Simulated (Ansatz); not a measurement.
## ZrAsPb (P4/nmm): the Drude term of Re ε in the infrared

Re ε of ZrAsPb (P4/nmm) along x at low photon energies is read from one computed spectrum; the carriers' damping was typed as γ = 0.2 eV. x, y and z are the Cartesian axes of the input cell.

It takes space group P4/nmm (No. 129, tetragonal). Conventional cell: a = 4.115 Å, b = 4.115 Å, c = 8.514 Å, α = 90.00°, β = 90.00°, γ = 90.00°. Around Pb on site a lie 4 Pb at 2.91 Å. Zr on site c has 5 As at 2.63 to 2.91 Å as nearest neighbours. As on site c is surrounded by 5 Zr at 2.63 to 2.91 Å.

Method: Ansatz 0.2.0, PBE, independent particles, k-mesh 8×8×4 with interpolation inside its cells, Gaussian parameter 0.2 eV.

Launch of the response step: `ansatz run input.yaml --threads 2 --pin off --max-ram 5120MiB --backend cpu --events-out ev --progress --plain --runs-dir out`. The run took 6.5 min, on 2 threads of Arm Neoverse V2 (shared host).

| photon energy E (eV) | wavelength (µm) | Re ε |
| --- | --- | --- |
| 0.25 | 4.96 | -216.1 |
| 0.30 | 4.13 | -174.6 |
| 0.35 | 3.54 | -143.6 |
| 0.40 | 3.10 | -119.3 |
| 0.50 | 2.48 | -83.2 |
| 0.60 | 2.07 | -57.1 |
| 0.70 | 1.77 | ? |

A Drude term over a constant background gives Re ε = ε_b − ωp²/(E² + γ²), linear in 1/(E² + γ²).

Working, on the rows shown:

| x = 1/(E² + γ²) (eV⁻²) | y = Re ε |
| --- | --- |
| 9.7561 | -216.1 |
| 7.69231 | -174.6 |
| 6.15385 | -143.6 |
| 5 | -119.3 |
| 3.44828 | -83.2 |
| 2.5 | -57.1 |

Means: x̄ = 5.7584, ȳ = -132.32. Σ(x − x̄)(y − ȳ) = -789.6, Σ(x − x̄)² = 36.41. Slope = -789.6 / 36.41 = -21.69; intercept = ȳ − slope · x̄ = -7.4275. The line misses the rows shown by at most 4.5.

Question: What does the fit predict for the withheld row, and how well does it do?

Answer: At x = 1.8868 the line gives y = -48.348. The run gave -38.2, so the extrapolation is off by 10, 6 % of the range in the table.

Refitted with all rows, the slope is -22.37 and the intercept -2.4186. These give ωp = √(−slope) = 4.73 eV, against 5.45 eV from the program's Fermi-surface sum, and an intercept of -2.4. Taking the program's Drude term off the rows leaves 73 at the lowest energy and 18 at the highest, so the background isn't constant: interband transitions lie in or near the window, and neither fitted number can be trusted. The structure is a model and need not exist. The values come from a sum over the points of one k-mesh and carry its error, which is largest for Fermi-surface quantities. Spin-orbit coupling is left out.
